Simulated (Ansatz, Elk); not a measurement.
# How far do independent atoms describe Sc2Ni2I?

The structure of Sc2Ni2I used here is made up (a known structure type with other elements) and was relaxed beforehand with PBEsol. The aim is the Fourier transform of its all-electron density, F(hkl), set beside the sum over free spherical atoms that refinements use.

Main program and level: Elk 11.2.3 (patched build); DFT, PBE, all-electron APW+lo, Dirac cores, scalar-relativistic bands, static density, no spin.

This account leaves out most program logs.

The structure was built from a prototype and need not be the compound's stable phase.

## Step 1: Starting point

The structure is hexagonal, space group P-6m2 (No. 187). Conventional cell: a = 3.849 Å, b = 3.849 Å, c = 7.667 Å, α = 90.00°, β = 90.00°, γ = 120.00°. I has 6 Sc at 3.16 Å nearest. Nearest to Ni lie 3 Ni at 2.22 Å. Ni has 3 Ni at 2.22 Å nearest. Nearest to Sc lie 6 Ni at 2.73 Å and 3 I at 3.16 Å and 1 Sc at 3.17 Å. Farther neighbours and most contacts between anions are not listed.

## Step 2: Ground state and structure factors

An all-electron density is needed, since X-rays see the cores too. Task 0 finds the density and task 195 Fourier-transforms it; tshift is off so that phases refer to the origin typed.

File elk.in:

```
tasks
  0
  195

xctype
  20

spinpol
  .false.

rgkmax
  7.0

gmaxvr
  14.0

lmaxo
  7

lmaxapw
  8

swidth
  0.002

tshift
  .false.

ramdisk
  .false.

hmaxvr
  5.5

maxscl
  120

epspot
  1e-06

sppath
  './'

avec
  7.27403272380 0.00000000000 -0.00000000000
  -3.63701636190 6.29949712677 -0.00000000000
  -0.00000000000 -0.00000000000 14.48775896612

atoms
  3
  'I.in'
  1
  0.6666666667 0.3333333333 0.5000000000   0.000000 0.000000 0.000000
  'Ni.in'
  2
  0.6666666667 0.3333333333 -0.0000000000   0.000000 0.000000 0.000000
  0.3333333333 0.6666666667 0.0000000000   0.000000 0.000000 0.000000
  'Sc.in'
  2
  -0.0000000000 0.0000000000 0.7930307240   0.000000 0.000000 0.000000
  -0.0000000000 0.0000000000 0.2069692760   0.000000 0.000000 0.000000

ngridk
  7 7 3
```

Run with:

```sh
$ OMP_NUM_THREADS=4 elk
```

It took 70 s on 4 threads of Arm Neoverse V1, shared host; peak memory 0.22 GiB.

SFACRHO.OUT:

```text

h k l indices transformed by vhmat matrix:
   1.000000000       0.000000000       0.000000000    
   0.000000000       1.000000000       0.000000000    
   0.000000000       0.000000000       1.000000000    

      h      k      l  multipl.   |H|            Re(F)            Im(F)           |F|

      0      0      0      1   0.0000000       151.00000      0.52856066E-16   151.00000    
      0      0     -1      2  0.43368925       13.826868     -0.13819548E-13   13.826868    
      0      0     -2      2  0.86737850       67.376238      0.50671677E-13   67.376238    
      1      0      0      3  0.99741062      -13.786687      -39.611724       41.942358    
      1     -1      0      3  0.99741062      -13.786687       39.611724       41.942358    
     -1      0     -1      6   1.0876186       7.4723617      -38.820296       39.532918    
      1      0     -1      6   1.0876186       7.4723617       38.820296       39.532918    
      0      0     -3      2   1.3010677      -20.207107      0.23032580E-13   20.207107    
     -1      0      2      6   1.3218069      -69.257662       36.798319       78.426654    
     -1      1     -2      6   1.3218069      -69.257662      -36.798319       78.426654    
     -1      0      3      6   1.6393917      -20.541856      -34.212447       39.905631    
      0     -1     -3      6   1.6393917      -20.541856       34.212447       39.905631    
     -2      1      0      6   1.7275659       105.44373     -0.24493494E-07   105.44373    
      0      0     -4      2   1.7347570       91.054528     -0.20729322E-13   91.054528    
      2     -1     -1     12   1.7811710       7.9649525     -0.24209071E-07   7.9649525    
     -1     -1      2     12   1.9330880       53.080258      0.25335838E-13   53.080258    
     -2      0      0      3   1.9948212      -12.068462      -31.698006       33.917715    
      2      0      0      3   1.9948212      -12.068462       31.698006       33.917715
```

Elk indexes on the primitive cell of elk.in and gives |H| = 4π sin θ/λ in inverse bohr. Below, one row stands for each form hkl of the conventional cell (m members, Friedel mates merged), F is for one primitive cell and the density is static (no thermal factor). Free-atom factors are Waasmaier and Kirfel's, and R is Σm||F|−|F'||/Σm|F|.

| hkl | m | sin θ/λ (Å⁻¹) | abs F, DFT | neutral atoms | diff. | abs of complex diff. |
| --- | --- | --- | --- | --- | --- | --- |
| 001 | 2 | 0.065 | 13.827 | 13.196 | +0.630 | 0.630 |
| 002 | 2 | 0.130 | 67.376 | 66.818 | +0.558 | 0.558 |
| 100 | 6 | 0.150 | 41.942 | 41.829 | +0.113 | 0.263 |
| 101 | 12 | 0.164 | 39.533 | 39.503 | +0.030 | 0.121 |
| 003 | 2 | 0.196 | 20.207 | 20.139 | +0.069 | 0.069 |
| 102 | 12 | 0.199 | 78.427 | 78.536 | -0.109 | 0.169 |
| 103 | 12 | 0.246 | 39.906 | 40.055 | -0.149 | 0.263 |
| 110 | 6 | 0.260 | 105.444 | 105.837 | -0.393 | 0.393 |
| 004 | 2 | 0.261 | 91.055 | 91.403 | -0.348 | 0.348 |
| 111 | 12 | 0.268 | 7.965 | 8.306 | -0.341 | 0.341 |
| 112 | 12 | 0.291 | 53.080 | 53.460 | -0.380 | 0.380 |
| 200 | 6 | 0.300 | 33.918 | 34.020 | -0.102 | 0.135 |
| 104 | 12 | 0.301 | 40.388 | 40.590 | -0.202 | 0.292 |
| 201 | 12 | 0.307 | 32.032 | 32.073 | -0.042 | 0.134 |

## Step 3: The highest occupied states alone

An energy window below the Fermi level keeps the highest occupied states, to see at which angles they scatter; shallow core shells can lie inside it and anion s states outside. No new self-consistency is needed.

elk.in: that of step 2 with these lines changed.

```diff
@@ -1,3 +1,2 @@
 tasks
-  0
   195
@@ -40,2 +39,5 @@
 
+wsfac
+  -0.161270 0.579720
+
 sppath
```

Run with:

```sh
$ OMP_NUM_THREADS=4 elk
```

Run time: 15 s. Hardware: 4 threads; peak memory 0.16 GiB; 18 s of CPU time.

States within 12 eV below the Fermi level hold 31.00 electrons; any levels below the window count with the cores. Their amplitudes can exceed the total, where window and core parts have opposite phase:

| hkl | sin θ/λ (Å⁻¹) | abs F, window | abs F, all |
| --- | --- | --- | --- |
| 001 | 0.065 | 16.011 | 13.827 |
| 002 | 0.130 | 16.090 | 67.376 |
| 100 | 0.150 | 6.840 | 41.942 |
| 101 | 0.164 | 5.898 | 39.533 |
| 003 | 0.196 | 10.520 | 20.207 |
| 102 | 0.199 | 6.517 | 78.427 |
| 103 | 0.246 | 5.014 | 39.906 |
| 110 | 0.260 | 9.263 | 105.444 |
| 004 | 0.261 | 8.993 | 91.055 |
| 111 | 0.268 | 8.923 | 7.965 |

## Step 4: Another functional

The difference from free atoms is small, so it is set against the change that LDA (Perdew-Wang) makes.

elk.in: that of step 3 with these lines changed.

```diff
@@ -1,2 +1,3 @@
 tasks
+  0
   195
@@ -4,3 +5,3 @@
 xctype
-  20
+  3
 
@@ -39,5 +40,2 @@
 
-wsfac
-  -0.161270 0.579720
-
 sppath
```

Run with:

```sh
$ OMP_NUM_THREADS=4 elk
```

It took 48 s on 4 threads; peak memory 0.17 GiB.

Against the first run R = 0.03 %; the largest change is -0.044 at 114.

## Step 5: Basis size

A smaller basis shows how fast F responds to it; the change is likely larger than the basis error of the first run, but doesn't show convergence.

elk.in: that of step 4 with these lines changed.

```diff
@@ -5,3 +5,3 @@
 xctype
-  3
+  20
 
@@ -11,3 +11,3 @@
 rgkmax
-  7.0
+  5.5
```

Run with:

```sh
$ OMP_NUM_THREADS=4 elk
```

It took 63 s on 4 threads; peak memory 0.21 GiB; 2.1 min of CPU time.

Against the first run R = 0.05 %; the largest change is +0.123 at 300.

## Step 6: Settings against the effect

| run | R against the first run (%) | R against neutral atoms, low angle (%) | wall time |
| --- | --- | --- | --- |
| PBE, rgkmax 7 | 0.00 | 0.47 | 70 s |
| LDA (Perdew-Wang) | 0.03 | 0.48 | 48 s |
| rgkmax 5.5 | 0.05 | 0.55 | 63 s |

## Step 7: Summary of results

| Property | Result |
| --- | --- |
| R against neutral atoms, sin θ/λ < 0.3 Å⁻¹ | 0.47 % |
| R against neutral atoms, 0.3 to 0.83 Å⁻¹ | 0.15 % |

In words: Independent neutral atoms miss the calculated amplitudes by R = 0.47 % below 0.3 Å⁻¹ and 0.15 % from there to 0.83 Å⁻¹; by shells, 1.46 % below 0.15 Å⁻¹ (2 forms), 0.43 % 0.15 to 0.3 (9 forms), 0.16 % 0.3 to 0.45 (18 forms), 0.14 % above 0.45 (104 forms). Bonding, aspherical density and the tables' own atoms all enter these figures, and the runs don't part them. The largest change of an amplitude is +0.63 electrons, at 001. R counts amplitudes alone; phases shift too. The window's part falls from 31.0 electrons at the origin to at most 4.05 between 0.45 and 0.83 Å⁻¹, where compact states inside the window still scatter. Below 0.3 Å⁻¹ the changes that finished (LDA (Perdew-Wang) and rgkmax 5.5) move F by R = 0.09 % at most, against the 0.47 % that separates it from free atoms. The k-mesh has no finished test. These runs have no spin, though d or f shells may be open. The electron count is odd, so without spin the run is a metal by force. Part of the difference isn't bonding: the tables are fits to free atoms and ions calculated by other methods than this functional. Thermal motion, anomalous dispersion and extinction are left out.

[Logs are printed without paths, hosts, clocks, repeated set-up lines and the standing remarks that a program may print on its own settings, such as how far it seeks lower states.]

[Hosts, paths, dates, database ids (printed as entryN), source tags and the programs' standing remarks are cut or masked in the printed files.]
